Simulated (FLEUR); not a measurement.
# LaCo5: parallel and opposed starts, part 2 of 2

Does LaCo5 prefer parallel or opposed moments?

FLEUR MaX-R8.1; PBEsol; all-electron FLAPW, Dirac cores, scalar-relativistic bands.

So far. Step 2 (Start 1: ferro +++++): After 27 cycles the largest moment stands at 1.56 μB.

### Step 4. Start 3: no spin polarisation

Without spin polarisation no moment can form, so the difference from the other runs is what forming moments gains.

File inp.xml:

```
<?xml version="1.0" encoding="UTF-8" standalone="no"?>
<fleurInput fleurInputVersion="0.39">
   <comment>
      LaCo5
   </comment>
   <calculationSetup>
      <cutoffs Kmax="3.6" Gmax="10.8" GmaxXC="10.8" numbands="0"/>
      <scfLoop itmax="90" minDistance="0.00002" maxIterBroyd="15" imix="Anderson" alpha="0.05" precondParam="0.0" spinf="2.0" sdNocoIR="T"/>
      <coreElectrons ctail="T" frcor="F" kcrel="0" coretail_lmax="0"/>
      <xcFunctional name="PBEs" relativisticCorrections="F"/>
      <magnetism jspins="1"/>
      <soc l_soc="F" theta="0.0" phi="0.0" spav="F"/>
      <expertModes spex="0" secvar="F"/>
      <geometryOptimization l_f="F" forcealpha="1.0" forcemix="BFGS" epsdisp="0.00001" epsforce="0.00001"/>
      <ldaU l_linMix="F" mixParam="0.05" spinf="1.0"/>
   </calculationSetup>
   <cell>
      <bzIntegration valenceElectrons="96.0" mode="hist" fermiSmearingEnergy="0.00293995">
         <kPointListSelection listName="default-1"/>
         <xi:include xmlns:xi="http://www.w3.org/2001/XInclude" href="kpts.xml"> </xi:include>
      </bzIntegration>
      <xi:include xmlns:xi="http://www.w3.org/2001/XInclude" href="sym.xml"> </xi:include>
      <bulkLattice scale="1.0">
         <bravaisMatrix>
            <row-1>    9.6546107705436057     0.0000000000000000     0.0000000000000000</row-1>
            <row-2>   -4.8273053852718029     8.3611381909465745     0.0000000000000000</row-2>
            <row-3>    0.0000000000000000     0.0000000000000000     7.5022127146619999</row-3>
         </bravaisMatrix>
      </bulkLattice>
   </cell>
   <atomSpecies>
      <species name="Lanthanum (La)" element="La" atomicNumber="57">
         <mtSphere radius="2.8" gridPoints="925" logIncrement="0.014"/>
         <atomicCutoffs lmax="10" lnonsphr="8"/>
         <electronConfig flipSpins="F">
            <coreConfig>(1s1/2) (2s1/2) (2p1/2) (2p3/2) (3s1/2) (3p1/2) (3p3/2) (4s1/2) (3d3/2) (3d5/2) (4p1/2) (4p3/2) (4d3/2) (4d5/2)</coreConfig>
            <valenceConfig>(5s1/2) (5p1/2) (5p3/2) (6s1/2) (5d3/2) (5d5/2)</valenceConfig>
            <stateOccupation state="(5d3/2)" spinUp="0.200000" spinDown="0.200000"/>
            <stateOccupation state="(5d5/2)" spinUp="0.300000" spinDown="0.300000"/>
         </electronConfig>
         <energyParameters s="6" p="6" d="5" f="4"/>
         <lo type="SCLO" l="0" n="5" eDeriv="0"/>
         <lo type="SCLO" l="1" n="5" eDeriv="0"/>
      </species>
      <species name="Cobalt (Co)" element="Co" atomicNumber="27">
         <mtSphere radius="2.28" gridPoints="753" logIncrement="0.016"/>
         <atomicCutoffs lmax="8" lnonsphr="6"/>
         <electronConfig flipSpins="F">
            <coreConfig>(1s1/2) (2s1/2) (2p1/2) (2p3/2)</coreConfig>
            <valenceConfig>(3s1/2) (3p1/2) (3p3/2) (4s1/2) (3d3/2) (3d5/2)</valenceConfig>
            <stateOccupation state="(3d3/2)" spinUp="1.400000" spinDown="1.400000"/>
            <stateOccupation state="(3d5/2)" spinUp="2.100000" spinDown="2.100000"/>
         </electronConfig>
         <energyParameters s="4" p="4" d="3" f="4"/>
         <lo type="SCLO" l="0" n="3" eDeriv="0"/>
         <lo type="SCLO" l="1" n="3" eDeriv="0"/>
      </species>
   </atomSpecies>
   <atomGroups>
      <atomGroup species="Lanthanum (La)">
         <relPos label="                   1">.0000000000 .0000000000 .0000000000</relPos>
         <force calculate="T" relaxXYZ="TTT"/>
      </atomGroup>
      <atomGroup species="Cobalt (Co)">
         <relPos label="                   2">1.000/3.000 -1.000/3.000 .0000000000</relPos>
         <relPos label="                   3">-1.000/3.000 1.000/3.000 .0000000000</relPos>
         <force calculate="T" relaxXYZ="TTT"/>
      </atomGroup>
      <atomGroup species="Cobalt (Co)">
         <relPos label="                   4">1.000/2.000 .0000000000 1.000/2.000</relPos>
         <relPos label="                   5">1.000/2.000 1.000/2.000 1.000/2.000</relPos>
         <relPos label="                   6">.0000000000 1.000/2.000 1.000/2.000</relPos>
         <force calculate="T" relaxXYZ="TTT"/>
      </atomGroup>
   </atomGroups>
   <output dos="F" band="F" slice="F">
      <bandDOS minEnergy="-.5*Htr" maxEnergy="0.5*Htr" sigma="0.015" storeEVData="T"/>
      <plotting iplot="0" polar="F">
         <plot TwoD="T" vec1="  1.0  0.0  0.0" vec2="  0.0  1.0  0.0" vec3="  0.0  0.0  1.0" zero="  0.0  0.0  0.0" file="plot"/>
      </plotting>
      <moessbauerParams electricFieldGradient="F" isomerShift="F" coreHyperfine="F" valenceHyperfine="F"/>
   </output>
</fleurInput>
```

File crystal.txt:

```
LaCo5
&input film=F cartesian=F /
5.10899999998  0.00000000000  0.00000000000
-2.55449999999  4.42452378792  0.00000000000
0.00000000000  0.00000000000  3.97000000000
1.8897261246
1.0 1.0 1.0

6
57 0.00000000000  0.00000000000  0.00000000000
27 0.33333333333  0.66666666667  0.00000000000
27 0.66666666667  0.33333333333  0.00000000000
27 0.50000000000  0.00000000000  0.50000000000
27 0.50000000000  0.50000000000  0.50000000000
27 0.00000000000  0.50000000000  0.50000000000

&kpt div1=8 div2=8 div3=8 gamma=T /
```

Command:

```bash
$ OMP_NUM_THREADS=1 inpgen -f crystal.txt > inpgen.log  # inp.xml is then edited as shown
$ OMP_NUM_THREADS=1 mpirun -n 4 fleur_MPI > fleur.log
```

The program printed:

```text
[banner, memory and clock lines left out]
Welcome to FLEUR        (www.flapw.de)
      MaX-Release 8.1          (www.max-centre.eu)

 ========== k-point set info ==========
 Selected k-point list: default-1
 k-point list type: mesh
 0 x 0 x 0
 Number of k points: 52

 [... set-up left out ...]
 Iteration:     1   Distance:      14.45108209 me/bohr^3
 Iteration:     2   Distance:      11.77370887 me/bohr^3
 Iteration:     3   Distance:      10.43582036 me/bohr^3
 Iteration:     4   Distance:       9.01910280 me/bohr^3
 Iteration:     5   Distance:       4.55075289 me/bohr^3
[...]
<FermiEnergy value="0.3347988454" units="Htr"/>
         [... left out ...]
         <totalEnergy value="   -15455.6318245290" units="Htr">
            <sumOfEigenvalues value="    -9243.2861081461">
               <coreElectrons value="-9168.4978175143"/>
               <valenceElectrons value="-74.7882906318"/>
            </sumOfEigenvalues>
         [... left out ...]
            <freeEnergy value="-15455.6442045760"/>
            <extrapolationTo0K value="-15455.6380145525"/>
         </totalEnergy>
         <densityConvergence units="me/bohr^3">
            <chargeDensity spin="1" distance="0.0000190475"/>
         </densityConvergence>
      </iteration>
```

The job ended after 42 s (4 MPI ranks of Intel Xeon Platinum 8488C (Sapphire Rapids), shared host; peak memory 0.31 GiB; 2.8 min of CPU time).

Read from the output:

| Item | Value |
| --- | --- |
| free energy | -420569.5041 eV |
| program's band gap on this mesh (in a metal only a level spacing) | 7.20e-4 eV |
| final state | non-magnetic (no spin polarisation) |

It lies 160 meV a seeded atom over the first start.

### Step 5. The states side by side

Free energies are divided by the number of seeded atoms.

Orders:

```tsv
start	final state	typed order kept	energy over the lowest (meV a seeded atom)	largest sphere moment (μB)	net moment (μB a primitive cell)	mesh matched	CPU time (s)
ferro +++++	ferromagnetic, with opposed induced moments	yes	0	1.564	7.02	yes	366
no spin polarisation	non-magnetic	-	159.7	0	0	yes	165.8
```

### Step 6. What came out

```yaml
lower_run: with moments
largest_site_spin_moment: 1.56 μB
next_finished_state: non-magnetic, 160 meV a seeded atom higher
energy_gained_by_spin_polarisation: 160 meV a seeded atom
```

What this shows: No opposed order could be compared. The parallel start holds moments up to 1.56 μB. 1 start gave no converged result and is missing from the ranking; where cut off, the energy had nearly settled 158 meV a seeded atom over the lowest. No antiferromagnetic order was obtained, so the session says nothing on how the moments order.

[Logs and program files are shortened in this print: banners, set-up blocks, solver, clock and traceback lines can be left out without a mark of their own.]

[Logs are printed without paths, hosts, clocks, repeated set-up lines and the standing remarks that a program may print on its own settings, such as how far it seeks lower states.]

[Hosts, paths, dates, database ids (printed as entryN), source tags and the programs' standing remarks are cut or masked in the printed files.]

[Where a cell is said to come from a database of computed structures, the database is the Materials Project.]
